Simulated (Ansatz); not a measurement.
# A hypothetical structure for Hf2Pt, part 2 of 2

Starting from a made-up structure for Hf2Pt, the aim is the relaxed cell, its shortest contacts and, where a second run follows, its electronic structure.

Ansatz 0.2.0; DFT, PBEsol, plane-wave PAW, files of the set soft_1, scalar-relativistic, no spin, cell and ions relaxed at zero pressure; PAW set soft_1 (the session's first sound run).

So far: Set-up; Relaxation of the guess. The relaxed cell has a = 6.386 Å (conventional setting).

### 3. Bands of the relaxed cell

With the geometry fixed, one more self-consistent run, with a narrower smearing and the mesh shown in its input, gives the bands, and its pressure, and its forces where symmetry allows any, show how far the geometry depends on these settings.

This step: DFT, PBEsol, plane-wave PAW, files of the set soft_1, scalar-relativistic, no spin, bands and density of states at the relaxed cell; PAW set soft_1 (Ansatz 0.2.0).

input.yaml reads:

```yaml
crystal:
  lattice:
    - [0.0, 3.1932093687, 3.1932093687]
    - [3.1932093687, 0.0, 3.1932093687]
    - [3.1932093687, 3.1932093687, 0.0]
  atoms:
    - { symbol: Pt, position: [0.0, 0.0, 0.0] }
    - { symbol: Hf, position: [0.75, 0.75, 0.75] }
    - { symbol: Hf, position: [0.25, 0.25, 0.25] }
kpoints:
  mp_grid: { grid: [8, 8, 8] }
  band_path:
    path:
      - [[0.0, 0.0, 0.0], [0.5, 0.0, 0.5], [0.5, 0.25, 0.75], [0.375, 0.375, 0.75], [0.0, 0.0, 0.0], [0.5, 0.5, 0.5], [0.625, 0.25, 0.625], [0.5, 0.25, 0.75], [0.5, 0.5, 0.5], [0.375, 0.375, 0.75]]
      - [[0.625, 0.25, 0.625], [0.5, 0.0, 0.5]]
    npoints: 8
scf:
  occupations: { method: fermi_dirac, width: 0.03 }
  n_extra_bands: 7
hamiltonian:
  xc: pbesol
  pseudopotentials: { kind: paw, azcp: { folder: soft_1 }, xc_functional: pbe }
output:
  forces: true
  stress: true
  write_bands: true
  dos: { projected: true }
  write_density: true
  write_potential: true
  elf: true
  volumetric_format: npy
```

On the command line:

```console
> ansatz run input.yaml --threads 4 --pin off --max-ram 8192MiB --backend cpu --events-out ev --progress --plain --runs-dir out
```

Numbers of over 12 decimals in the logs are rounded to 6 here.

The program printed:

```text
[...]
Crystal: 3 atoms, lattice volume = 65.120 Å³
Basis set: ecut = 420 eV, 1243 PW (Γ), exchange–correlation on 64×64×64 points (8 copies of the dense FFT grid, shifted against one another)
Bands: 42, of which v1, the nominal top of the filled ones, is band 35 counted from 1 (34 counted from 0)
Symmetry: 48 space group operations
[...]
k-points: 29 of 512
[...]
SCF iter   1: F=—  HF=-43597.329984 eV  |F-HF|=—  |Δ(HF+E_count)|=         —  Δρ=2.79e-1  dr2=9.64e1  ethr=3.10e-3  ⟨swp⟩=5.0  Hψ=3832  notcnv=0
[...]
SCF iter  11: F=-43584.461306 eV  HF=-43584.461306 eV  |F-HF|=2.04e-10  |Δ(HF+E_count)|=   1.76e-8  Δρ=1.76e-6  dr2=1.63e-9  ethr=7.76e-11  ⟨swp⟩=6.3  Hψ=8324  notcnv=0
SCF 1 converged in 11 iterations: F = -43584.461306 eV  dr2 = 1.63e-9
[...]
NSCF: frozen V_eff on 82 k-points
SCF converged after 11 iterations
Free energy (F): -43584.461306 eV
[...]
Internal energy: -43584.450339 eV  (E = F + TS)
E sigma→0 (E₀):  -43584.455823 eV
Entropy (-TS):   -0.010967 eV (-3.656 meV/atom)
Fermi energy:    17.836810 eV
[...]
--- Stress (GPa, compression-positive) ---
       -0.053989       0.000000       0.000000
        0.000000      -0.053989       0.000000
        0.000000       0.000000      -0.053989
  P = ⅓ Tr σ = -0.0540 GPa (-0.540 kbar)
--- Band table (eV; the first three rows and the last of 29) ---
  k-point 0: bands = [... 31 lower, 13.4060, 15.9003, 15.9003, 15.9003, 18.4775, 18.4775, 22.4400, 22.4400, ... 3 higher]
  k-point 1: bands = [... 31 lower, 13.3728, 15.7741, 16.0615, 16.0615, 18.4941, 18.4941, 21.7468, 22.0565, ... 3 higher]
  k-point 2: bands = [... 31 lower, 13.2967, 15.3606, 16.4873, 16.4873, 18.5863, 18.5863, 20.4921, 21.1523, ... 3 higher]
  k-point 28: bands = [... 31 lower, 13.7032, 15.7635, 15.7635, 17.7204, 18.0980, 18.0980, 18.7828, 20.4813, ... 3 higher]
```

Wall time 3.9 s (4 threads of Arm Neoverse V1, shared host); peak memory 0.43 GiB; 14 s of CPU time.

This step gave:

```yaml
free_energy: -43584.4613 eV
energy_at_zero_smearing: -43584.4558 eV
smearing_term_ts: 0.01097 eV
fermi_energy: 17.84 eV
pressure: -0.05399 GPa
```

From bands.tsv, the bands that come nearest the Fermi level along the path, at its corners, in eV from the Fermi level:

```
point  band 32  band 33  band 34  band 35  band 36  band 37  band 38  band 39
    Γ    -4.43    -1.94    -1.94    -1.94     0.64     0.64     4.60     4.60
    X    -4.27    -3.97    -0.95     0.36     1.04     1.04     1.05     1.92
    W    -4.13    -2.07    -2.07    -0.12     0.26     0.26     0.95     2.64
    K    -4.18    -3.03    -0.95    -0.30     0.06     0.44     1.39     1.84
    Γ    -4.43    -1.94    -1.94    -1.94     0.64     0.64     4.60     4.60
    L    -4.57    -3.68    -0.59    -0.59     1.11     1.47     1.47     1.62
    U    -4.18    -3.03    -0.95    -0.30     0.06     0.44     1.39     1.84
    W    -4.13    -2.07    -2.07    -0.12     0.26     0.26     0.95     2.64
    L    -4.57    -3.68    -0.59    -0.59     1.11     1.47     1.47     1.62
    K    -4.18    -3.03    -0.95    -0.30     0.06     0.44     1.39     1.84
    U    -4.18    -3.03    -0.95    -0.30     0.06     0.44     1.39     1.84
    X    -4.27    -3.97    -0.95     0.36     1.04     1.04     1.05     1.92
```

States per cell as run, both spins, in windows of 1 eV, from dos.tsv (zero at the Fermi level):

| from | to | total |
| --- | --- | --- |
| -8 | -7 | 0.26 |
| -7 | -6 | 0.65 |
| -6 | -5 | 2.70 |
| -5 | -4 | 8.38 |
| -4 | -3 | 0.44 |
| -3 | -2 | 1.56 |
| -2 | -1 | 1.62 |
| -1 | 0 | 2.34 |
| 0 | 1 | 3.83 |
| 1 | 2 | 2.65 |
| 2 | 3 | 3.05 |

A further 52.0 states lie below the table's range.

ELF in the ac plane of a cell with a along [110], b along [-110] and c along [001] of the cube at fractional y = 0.000, with atoms of Pt and Hf within 0.2 Å of it. It is the smooth field of the valence electrons, not physical close to the nuclei.

Values, 9 rows by 16 columns, each cell a mean:
```
0.54 0.42 0.35 0.26 0.26 0.33 0.39 0.52 0.54 0.42 0.35 0.26 0.26 0.33 0.39 0.52
0.38 0.36 0.29 0.68 0.74 0.40 0.31 0.39 0.38 0.36 0.29 0.68 0.74 0.40 0.31 0.39
0.43 0.23 0.33 0.78 0.82 0.50 0.18 0.39 0.43 0.23 0.33 0.78 0.82 0.50 0.18 0.39
0.15 0.11 0.12 0.30 0.34 0.15 0.10 0.14 0.15 0.11 0.12 0.30 0.34 0.15 0.10 0.14
0.08 0.12 0.17 0.20 0.21 0.18 0.13 0.09 0.08 0.12 0.17 0.20 0.21 0.18 0.13 0.09
0.21 0.12 0.14 0.43 0.49 0.23 0.09 0.18 0.21 0.12 0.14 0.43 0.49 0.23 0.09 0.18
0.45 0.28 0.36 0.81 0.84 0.53 0.21 0.43 0.45 0.28 0.36 0.81 0.84 0.53 0.21 0.43
0.38 0.37 0.29 0.56 0.63 0.32 0.34 0.38 0.38 0.37 0.29 0.56 0.63 0.32 0.34 0.38
0.57 0.45 0.39 0.28 0.25 0.38 0.40 0.55 0.57 0.45 0.39 0.28 0.25 0.38 0.40 0.55
```
Columns run along a (9.0 Å), rows up along c (6.4 Å), edges of the conventional cell, whose origin can differ from the input's. Atoms in or near the plane, at fractional coordinates: Pt at (0.00, 0.00), Pt at (0.50, 0.00), Hf at (0.25, 0.75), Hf at (0.75, 0.75), Hf at (0.25, 0.25), Hf at (0.75, 0.25).

Electrostatic potential energy in the ac plane of a cell with a along [110], b along [-110] and c along [001] of the cube at fractional y = 0.000, with atoms of Pt and Hf within 0.2 Å of it. With pseudopotentials it is smooth inside the atoms' cores, unlike the true potential.

Values in eV, 9 rows by 16 columns, each cell a mean:
```
-40  -9  14  10   8  14   3 -35 -40  -9  14  10   8  14   3 -35
 10  15   4 -13 -13  -3  14  12  10  15   4 -13 -13  -3  14  12
 21  17   1 -13 -10  -7  15  20  21  17   1 -13 -10  -7  15  20
 21  20  14   3   1  11  18  21  21  20  14   3   1  11  18  21
 21  21  19  16  15  18  20  21  21  21  19  16  15  18  20  21
 21  19  11  -4  -6   7  18  21  21  19  11  -4  -6   7  18  21
 20  17  -1 -12  -8  -9  14  20  20  17  -1 -12  -8  -9  14  20
  0  12   7 -10 -11   1  13   3   0  12   7 -10 -11   1  13   3
-46 -15  15  14  13  16  -1 -42 -46 -15  15  14  13  16  -1 -42
```
Columns run along a (9.0 Å; values clipped at the 3rd and 97th percentile), rows up along c (6.4 Å), edges of the conventional cell, whose origin can differ from the input's. Atoms in or near the plane, at fractional coordinates: Pt at (0.00, 0.00), Pt at (0.50, 0.00), Hf at (0.25, 0.75), Hf at (0.75, 0.75), Hf at (0.25, 0.25), Hf at (0.75, 0.25).

Valence density in the ac plane of a cell with a along [110], b along [-110] and c along [001] of the cube at fractional y = 0.000, with atoms of Pt and Hf within 0.2 Å of it. It is the smooth field of the valence electrons, not physical close to the nuclei.

Ten steps, logarithmic in the rise over the least value, from '_' (0 e/Å³) to '@' (51 e/Å³), each cell a mean:
```
**++--..__________..--++****==::..________..::==**
==--::......::......::--====::......::::......::==
::......::++**==::......::........--++++--........
______..==##@@##--..____________::**@@@@**::______
______..==%%@@##==..____________::**@@@@**::______
________::++**++::______________..--****--..______
__________..::..__________________..::::..________
__________________________________________________
__________________________________________________
____________..______________________....__________
________..--==--..________________::----::________
________--**%%**--______________..++####++..______
______..==%%@@%%==..____________::**@@@@**::______
....__..--**%%**--..__......____..++%%##++..____..
--::......--==--......::--::......::----::......::
++==::..__......__..::==++++--....__....__....--++
**++--..__________..--++****==::..________..::==**
```
Columns run along a (9.0 Å), rows up along c (6.4 Å), edges of the conventional cell, whose origin can differ from the input's. Atoms in or near the plane, at fractional coordinates: Pt at (0.00, 0.00), Pt at (0.50, 0.00), Hf at (0.25, 0.75), Hf at (0.75, 0.75), Hf at (0.25, 0.25), Hf at (0.75, 0.25).

### 4. Outcome

* space group, relaxed: Fm-3m
* conventional cell: a = 6.386, b = 6.386, c = 6.386 Å; α = 90.0°, β = 90.0°, γ = 90.0°
* volume per atom: 21.71 Å³ (guess 19.79)

In words: Hf2Pt relaxes to Fm-3m with a = 6.386, b = 6.386 and c = 6.386 Å. The guessed volume was 9 % too small. The space group Fm-3m was held in the relaxation, so the end point is a stationary structure within it and may be a saddle against distortions or other arrangements. Bands cross the Fermi level, so it is a metal or semimetal at this level. On the 8×8×8 mesh with the narrower smearing (relaxed on 8×8×8) the forces vanish, as symmetry may demand, and the largest stress component is 0.054 GPa, against the relaxation's thresholds of 0.015 eV/Å and 0.05 GPa. The cutoff wasn't tested. Spin-orbit coupling is left out, which can matter for elements this heavy. No dispersion term is used, so weakly bound directions may come out too long. The runs have no spin, and magnetism wasn't tested. Nothing here tests whether the compound is stable against decomposition.

[Logs are printed without paths, hosts, clocks, repeated set-up lines and the standing remarks that a program may print on its own settings, such as how far it seeks lower states.]

[Hosts, paths, dates, database ids (printed as entryN), source tags and the programs' standing remarks are cut or masked in the printed files.]
